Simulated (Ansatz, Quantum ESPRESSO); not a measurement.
# Ballistic transmission: vacuum gap of 4.0 Å between two Pt(100) faces, part 2 of 4

Wanted: the transmission near the Fermi level and the conductance of this junction: vacuum gap of 4.0 Å between two Pt(100) faces.

Quantum ESPRESSO 7.5; plane-wave DFT, PBE, GBRV ultrasoft pseudopotentials; cross-check by Ansatz 0.2.0 with PAW datasets.

So far. Step 2 (Self-consistent run): The run needed 15 iterations to bring the estimated error under 1e-07 Ry; the largest force on any atom, held or free, is 0.32 eV/Å.

### Step 3. The open system

Level of this step: transmission by pwcond, lead and junction from one cell; plane-wave DFT, PBE, GBRV ultrasoft pseudopotentials (Quantum ESPRESSO).

prefixt takes both regions from one run: the lead from 0 to bdl, the scattering region from bdl to bds (units of alat). ikind = 1 puts the same lead on both sides. The program's T_tot counts both spins in a run without spin; the tables below give T per spin.

cond.in

```
&inputcond
  outdir = './out'
  prefixt = 'scf'
  tran_file = 'cond.dat'
  bdl = 2.8284271247
  bds = 12.0315020325
  ikind = 1
  ewind = 4.0
  epsproj = 1e-05
  nz1 = 7
  energy0 = 0.4
  denergy = -0.4
/
15
  0.00000000 0.00000000 0.01562500
  0.00000000 0.12500000 0.06250000
  0.00000000 0.25000000 0.06250000
  0.00000000 0.37500000 0.06250000
  0.00000000 0.50000000 0.03125000
  0.12500000 0.12500000 0.06250000
  0.12500000 0.25000000 0.12500000
  0.12500000 0.37500000 0.12500000
  0.12500000 0.50000000 0.06250000
  0.25000000 0.25000000 0.06250000
  0.25000000 0.37500000 0.12500000
  0.25000000 0.50000000 0.06250000
  0.37500000 0.37500000 0.06250000
  0.37500000 0.50000000 0.06250000
  0.50000000 0.50000000 0.01562500
3
```

The run is started by

```console
$ OMP_NUM_THREADS=1 mpirun -n 4 pwcond.x -in cond.in > cond.out
```

Output:

```text
[banner, memory and clock lines left out]
Program PWCOND v.7.5 starts

          URL

     ./out/scf.save/

     IMPORTANT: XC functional enforced from input :
     Exchange-correlation= PBE
                           (   1   4   3   4   0   0   0)
     Any further DFT definition will be discarded
     Please, verify this is what you really want

     negative rho (up, down):  2.888E+00 0.000E+00
     Reading collected, re-writing distributed wavefunctions

===== INPUT FILE containing all the regions =====

     GEOMETRY:

     lattice parameter (alat)  =       5.3049  a.u.
     the volume                =    1796.1515 (a.u.)^3
     the cross section         =      28.1416 (a.u.)^2
     l of the unit cell        =      12.0315 (alat)
     number of atoms/cell      =           16
     number of atomic types    =            1

     crystal axes: (cart. coord. in units of alat)
               a(1) = (  1.0000  0.0000  0.0000 )
               a(2) = (  0.0000  1.0000  0.0000 )
               a(3) = (  0.0000  0.0000 12.0315 )

   Cartesian axes

     site n.     atom                  positions (alat units)
          1        Pt     tau(  1)=(  0.0000  0.0000 12.0315  )
          2        Pt     tau(  2)=(  0.5000  0.5000  0.7071  )
          3        Pt     tau(  3)=(  0.0000  0.0000  1.4142  )
          4        Pt     tau(  4)=(  0.5000  0.5000  2.1213  )
          5        Pt     tau(  5)=(  0.0000  0.0000  2.8284  )
          6        Pt     tau(  6)=(  0.5000  0.5000  3.5355  )
          7        Pt     tau(  7)=(  0.0000  0.0000  4.2426  )
          8        Pt     tau(  8)=(  0.5000  0.5000  4.9497  )
          9        Pt     tau(  9)=(  0.0000  0.0000  6.3746  )
         10        Pt     tau( 10)=(  0.5000  0.5000  7.0818  )
         11        Pt     tau( 11)=(  0.0000  0.0000  7.7889  )
         12        Pt     tau( 12)=(  0.5000  0.5000  8.4960  )
         13        Pt     tau( 13)=(  0.0000  0.0000  9.2031  )
         14        Pt     tau( 14)=(  0.5000  0.5000  9.9102  )
         15        Pt     tau( 15)=(  0.0000  0.0000 10.6173  )
         16        Pt     tau( 16)=(  0.5000  0.5000 11.3244  )

     nr1s                      =           24
     nr2s                      =           24
     nr3s                      =          270
     nr1sx                     =           24
     nr2sx                     =           24
     nr3sx                     =          270
     nr1                       =           24
     nr2                       =           24
     nr3                       =          288
     nr1x                      =           24
     nr2x                      =           24
     nr3x                      =          288

 _______________________________
  Radii of nonlocal spheres:

     type       ibeta     ang. mom.          radius (alat units)
       Pt         1         0                    0.4683
       Pt         2         0                    0.4683
       Pt         3         1                    0.4683
       Pt         4         1                    0.4683
       Pt         5         2                    0.4683
       Pt         6         2                    0.4683
----- General information -----

--- T calc. with identical leads (ikind=1) ---

     nrx                       =           24
     nry                       =           24
     nz1                       =            7

     energy0               =         4.0E-01
     denergy               =        -4.0E-01
     nenergy               =          3
     ecut2d                =         4.0E+01
     ewind                 =         4.0E+00
     epsproj               =         1.0E-05

     number of k_|| points=   15
                       cryst. coord.
        k(    1) = (   0.0000000   0.0000000), wk =   0.0156250
        k(    2) = (   0.0000000   0.1250000), wk =   0.0625000
        k(    3) = (   0.0000000   0.2500000), wk =   0.0625000
        k(    4) = (   0.0000000   0.3750000), wk =   0.0625000
        k(    5) = (   0.0000000   0.5000000), wk =   0.0312500
        k(    6) = (   0.1250000   0.1250000), wk =   0.0625000
        k(    7) = (   0.1250000   0.2500000), wk =   0.1250000
        k(    8) = (   0.1250000   0.3750000), wk =   0.1250000
        k(    9) = (   0.1250000   0.5000000), wk =   0.0625000
        k(   10) = (   0.2500000   0.2500000), wk =   0.0625000
        k(   11) = (   0.2500000   0.3750000), wk =   0.1250000
        k(   12) = (   0.2500000   0.5000000), wk =   0.0625000
        k(   13) = (   0.3750000   0.3750000), wk =   0.0625000
        k(   14) = (   0.3750000   0.5000000), wk =   0.0625000
        k(   15) = (   0.5000000   0.5000000), wk =   0.0156250
----- Information about left/right lead -----

     nocros                   =           18
     noins                    =           54
     norb                     =           90
     norbf                    =          234
     nrz                      =           63

      iorb      type   ibeta   ang. mom.   m       position (alat)
        1        1       1        0        1   taunew(   1)=(  0.0000  0.0000  0.0000)
        2        1       2        0        1   taunew(   2)=(  0.0000  0.0000  0.0000)
        3        1       3        1        1   taunew(   3)=(  0.0000  0.0000  0.0000)
        4        1       3        1        2   taunew(   4)=(  0.0000  0.0000  0.0000)
        5        1       3        1        3   taunew(   5)=(  0.0000  0.0000  0.0000)
        6        1       4        1        1   taunew(   6)=(  0.0000  0.0000  0.0000)
        7        1       4        1        2   taunew(   7)=(  0.0000  0.0000  0.0000)
        8        1       4        1        3   taunew(   8)=(  0.0000  0.0000  0.0000)
        9        1       5        2        1   taunew(   9)=(  0.0000  0.0000  0.0000)
       10        1       5        2        2   taunew(  10)=(  0.0000  0.0000  0.0000)
       11        1       5        2        3   taunew(  11)=(  0.0000  0.0000  0.0000)
       12        1       5        2        4   taunew(  12)=(  0.0000  0.0000  0.0000)
       13        1       5        2        5   taunew(  13)=(  0.0000  0.0000  0.0000)
       14        1       6        2        1   taunew(  14)=(  0.0000  0.0000  0.0000)
       15        1       6        2        2   taunew(  15)=(  0.0000  0.0000  0.0000)
       16        1       6        2        3   taunew(  16)=(  0.0000  0.0000  0.0000)
       17        1       6        2        4   taunew(  17)=(  0.0000  0.0000  0.0000)
       18        1       6        2        5   taunew(  18)=(  0.0000  0.0000  0.0000)
       19        1       1        0        1   taunew(  19)=(  0.5000  0.5000  0.7071)
[...]
-0.3184263   0.0000010   0.4000000
 Left moving states:
   k1(2pi/a)   k2(2pi/a)   E-Ef (eV)
   0.1243167  -0.0000009   0.4000000
   0.1243167  -0.0000009   0.4000000
   0.3184263   0.0000010   0.4000000

 to transmit
 Band j to band i transmissions and reflections:
    j         i     |T_ij|^2    |R_ij|^2

    1 -->     1     0.00291     0.44926
    1 -->     2     0.00000     0.54784
    1 -->     3     0.00000     0.00000
   Total T_j, R_j =    0.00291  0.99709

    2 -->     1     0.00000     0.54784
    2 -->     2     0.00291     0.44926
    2 -->     3     0.00000     0.00000
   Total T_j, R_j =    0.00291  0.99709

    3 -->     1     0.00000     0.00000
    3 -->     2     0.00000     0.00000
    3 -->     3     0.79442     0.20558
   Total T_j, R_j =    0.79442  0.20558

E-Ef(ev), T(x2 spins) =    0.4000000   1.6004704
---  E-Ef =    0.0000000  k =    0.0000000   0.0000000
---  ie =          2  ik =          1
 Nchannels of the left tip =            4
 Right moving states:
   k1(2pi/a)   k2(2pi/a)   E-Ef (eV)
  -0.1332609  -0.0000014   0.0000000
  -0.3452869  -0.0000009   0.0000000
  -0.3452869  -0.0000009   0.0000000
  -0.3733538   0.0000009   0.0000000
 Left moving states:
   k1(2pi/a)   k2(2pi/a)   E-Ef (eV)
   0.1332609  -0.0000014   0.0000000
   0.3452869  -0.0000009   0.0000000
   0.3452869  -0.0000009   0.0000000
   0.3733538   0.0000009   0.0000000

 to transmit
 Band j to band i transmissions and reflections:
    j         i     |T_ij|^2    |R_ij|^2

    1 -->     1     0.00000     1.00000
    1 -->     2     0.00000     0.00000
    1 -->     3     0.00000     0.00000
    1 -->     4     0.00000     0.00000
   Total T_j, R_j =    0.00000  1.00000

    2 -->     1     0.00000     0.00000
    2 -->     2     0.00407     0.00377
    2 -->     3     0.00000     0.99216
    2 -->     4     0.00000     0.00000
   Total T_j, R_j =    0.00407  0.99593

    3 -->     1     0.00000     0.00000
    3 -->     2     0.00000     0.99216
    3 -->     3     0.00407     0.00377
    3 -->     4     0.00000     0.00000
   Total T_j, R_j =    0.00407  0.99593

    4 -->     1     0.00000     0.00000
    4 -->     2     0.00000     0.00000
    4 -->     3     0.00000     0.00000
    4 -->     4     0.69829     0.30171
   Total T_j, R_j =    0.69829  0.30171

E-Ef(ev), T(x2 spins) =    0.0000000   1.4128635
---  E-Ef =   -0.4000000  k =    0.0000000   0.0000000
---  ie =          3  ik =          1
 Nchannels of the left tip =            4
 Right moving states:
   k1(2pi/a)   k2(2pi/a)   E-Ef (eV)
   0.3352284  -0.0000013  -0.4000000
  -0.4280037   0.0000007  -0.4000000
  -0.4908255  -0.0000009  -0.4000000
  -0.4908255  -0.0000009  -0.4000000
 Left moving states:
   k1(2pi/a)   k2(2pi/a)   E-Ef (eV)
  -0.3352284  -0.0000013  -0.4000000
   0.4280037   0.0000007  -0.4000000
   0.4908255  -0.0000009  -0.4000000
   0.4908255  -0.0000009  -0.4000000

 to transmit
 Band j to band i transmissions and reflections:
    j         i     |T_ij|^2    |R_ij|^2

    1 -->     1     0.00000     1.00000
    1 -->     2     0.00000     0.00000
    1 -->     3     0.00000     0.00000
    1 -->     4     0.00000     0.00000
   Total T_j, R_j =    0.00000  1.00000

    2 -->     1     0.00000     0.00000
    2 -->     2     0.62928     0.37072
    2 -->     3     0.00000     0.00000
    2 -->     4     0.00000     0.00000
   Total T_j, R_j =    0.62928  0.37072

    3 -->     1     0.00000     0.00000
    3 -->     2     0.00000     0.00000
    3 -->     3     0.00153     0.00576
    3 -->     4     0.00000     0.99271
   Total T_j, R_j =    0.00153  0.99847

    4 -->     1     0.00000     0.00000
    4 -->     2     0.00000     0.00000
    4 -->     3     0.00000     0.99271
    4 -->     4     0.00153     0.00576
   Total T_j, R_j =    0.00153  0.99847

E-Ef(ev), T(x2 spins) =   -0.4000000   1.2647014
 ngper, shell number =           91          45
 ngper, n2d =           91          69
[... further energies and points left out ...]
---  E-Ef =    0.4000000  k =    0.5000000   0.5000000
---  ie =          1  ik =         15
 Nchannels of the left tip =            2
 Right moving states:
   k1(2pi/a)   k2(2pi/a)   E-Ef (eV)
  -0.0473252  -0.0000010   0.4000000
  -0.0473252  -0.0000010   0.4000000
 Left moving states:
   k1(2pi/a)   k2(2pi/a)   E-Ef (eV)
   0.0473252  -0.0000010   0.4000000
   0.0473252  -0.0000010   0.4000000

 to transmit
 Band j to band i transmissions and reflections:
    j         i     |T_ij|^2    |R_ij|^2

    1 -->     1     0.00428     0.99570
    1 -->     2     0.00000     0.00002
   Total T_j, R_j =    0.00428  0.99572

    2 -->     1     0.00000     0.00002
    2 -->     2     0.00428     0.99570
   Total T_j, R_j =    0.00428  0.99572

E-Ef(ev), T(x2 spins) =    0.4000000   0.0171214
---  E-Ef =    0.0000000  k =    0.5000000   0.5000000
---  ie =          2  ik =         15
 Nchannels of the left tip =            4
 Right moving states:
   k1(2pi/a)   k2(2pi/a)   E-Ef (eV)
  -0.0574011  -0.0000043   0.0000000
  -0.0595053  -0.0000006   0.0000000
  -0.1435291  -0.0000010   0.0000000
  -0.1435291  -0.0000010   0.0000000
 Left moving states:
   k1(2pi/a)   k2(2pi/a)   E-Ef (eV)
   0.0574011  -0.0000043   0.0000000
   0.0595053  -0.0000006   0.0000000
   0.1435291  -0.0000010   0.0000000
   0.1435291  -0.0000010   0.0000000

 to transmit
 Band j to band i transmissions and reflections:
    j         i     |T_ij|^2    |R_ij|^2

    1 -->     1     0.00366     0.99634
    1 -->     2     0.00000     0.00000
    1 -->     3     0.00000     0.00000
    1 -->     4     0.00000     0.00000
   Total T_j, R_j =    0.00366  0.99634

    2 -->     1     0.00000     0.00000
    2 -->     2     0.00336     0.99664
    2 -->     3     0.00000     0.00000
    2 -->     4     0.00000     0.00000
   Total T_j, R_j =    0.00336  0.99664

    3 -->     1     0.00000     0.00000
    3 -->     2     0.00000     0.00000
    3 -->     3     0.01211     0.98781
    3 -->     4     0.00000     0.00008
   Total T_j, R_j =    0.01211  0.98789

    4 -->     1     0.00000     0.00000
    4 -->     2     0.00000     0.00000
    4 -->     3     0.00000     0.00008
    4 -->     4     0.01211     0.98781
   Total T_j, R_j =    0.01211  0.98789

E-Ef(ev), T(x2 spins) =    0.0000000   0.0624870
---  E-Ef =   -0.4000000  k =    0.5000000   0.5000000
---  ie =          3  ik =         15
 Nchannels of the left tip =            4
 Right moving states:
   k1(2pi/a)   k2(2pi/a)   E-Ef (eV)
  -0.2178831  -0.0000010  -0.4000000
  -0.2178831  -0.0000010  -0.4000000
  -0.3491918  -0.0000038  -0.4000000
  -0.3496271  -0.0000006  -0.4000000
 Left moving states:
   k1(2pi/a)   k2(2pi/a)   E-Ef (eV)
   0.2178831  -0.0000010  -0.4000000
   0.2178831  -0.0000010  -0.4000000
   0.3491918  -0.0000038  -0.4000000
   0.3496271  -0.0000006  -0.4000000

 to transmit
 Band j to band i transmissions and reflections:
    j         i     |T_ij|^2    |R_ij|^2

    1 -->     1     0.01211     0.98780
    1 -->     2     0.00000     0.00008
    1 -->     3     0.00000     0.00000
    1 -->     4     0.00000     0.00000
   Total T_j, R_j =    0.01211  0.98789

    2 -->     1     0.00000     0.00008
    2 -->     2     0.01211     0.98780
    2 -->     3     0.00000     0.00000
    2 -->     4     0.00000     0.00000
   Total T_j, R_j =    0.01211  0.98789

    3 -->     1     0.00000     0.00000
    3 -->     2     0.00000     0.00000
    3 -->     3     0.01985     0.98015
    3 -->     4     0.00000     0.00000
   Total T_j, R_j =    0.01985  0.98015

    4 -->     1     0.00000     0.00000
    4 -->     2     0.00000     0.00000
    4 -->     3     0.00000     0.00000
    4 -->     4     0.01966     0.98034
   Total T_j, R_j =    0.01966  0.98034

E-Ef(ev), T(x2 spins) =   -0.4000000   0.1274823
   T_tot     0.40000      0.45211E+00
   T_tot     0.00000      0.53002E+00
   T_tot    -0.40000      0.80250E+00

Note: The following floating-point exceptions are signalling: IEEE_UNDERFLOW_FLAG
Note: The following floating-point exceptions are signalling: IEEE_UNDERFLOW_FLAG
Note: The following floating-point exceptions are signalling: IEEE_UNDERFLOW_FLAG
Note: The following floating-point exceptions are signalling: IEEE_UNDERFLOW_FLAG
```

It took 58 s on 4 MPI ranks of Arm Neoverse V2, shared host; peak memory 0.26 GiB; 3.9 min of CPU time.

Numbers from this step:

```
lead channels at the Fermi level, one spin : 2.375
transmission at the Fermi level, one spin  : 0.2650
conductance                                : 0.2650 G₀
```

Per spin; mean over the k mesh across the current. Open channels, zone mean against energy, zero at the Fermi level:

```tsv
energy (eV)	open channels, zone mean
-0.400	2.75
0.000	2.38
0.400	1.08
```

Per spin; mean over the k mesh across the current. Transmission, zone mean against energy, zero at the Fermi level:

```tsv
energy (eV)	transmission, zone mean
-0.400	0.401
0.000	0.265
0.400	0.226
```

At 0.000 eV; k in fractions of b1, b2. Transmission by k point:

```tsv
k1	k2	weight	t	channels
0	0	0.01562	0.7064	4
0	0.125	0.0625	0.8044	2
0	0.25	0.0625	0.4904	3
0	0.375	0.0625	0.3023	4
0	0.5	0.03125	0.001874	2
0.125	0.125	0.0625	0.6617	2
0.125	0.25	0.125	0.4805	2
0.125	0.375	0.125	0.09409	2
0.125	0.5	0.0625	0.03084	4
0.25	0.25	0.0625	0.3195	2
0.25	0.375	0.125	0.1081	2
0.25	0.5	0.0625	0.03933	4
0.375	0.375	0.0625	0.04084	2
0.375	0.5	0.0625	0	0
0.5	0.5	0.01562	0.03124	4
```

The program's own clock; routines nest. Time by routine:

```tsv
routine	wall time (s)	calls
PWCOND	57.47	1
scatter_forw	48.45	90
local	3.51	15
compbs	3.4	45
compbs_2	2.77	45
init	0.43	1
poten	0.04	1
```

The run is unpolarised; a magnetic state was not tried, may lie lower and would change T.

At no point does T exceed the number of channels.

[end of part 2 of 4]

[Logs are printed without paths, hosts, clocks, repeated set-up lines and the standing remarks that a program may print on its own settings, such as how far it seeks lower states.]

[Hosts, paths, dates, database ids (printed as entryN), source tags and the programs' standing remarks are cut or masked in the printed files.]

[Maps of the electrostatic potential energy from Ansatz leave out the sawtooth potential of an applied field or a dipole correction, so their vacuum need not be flat; planar profiles and work functions include it.]
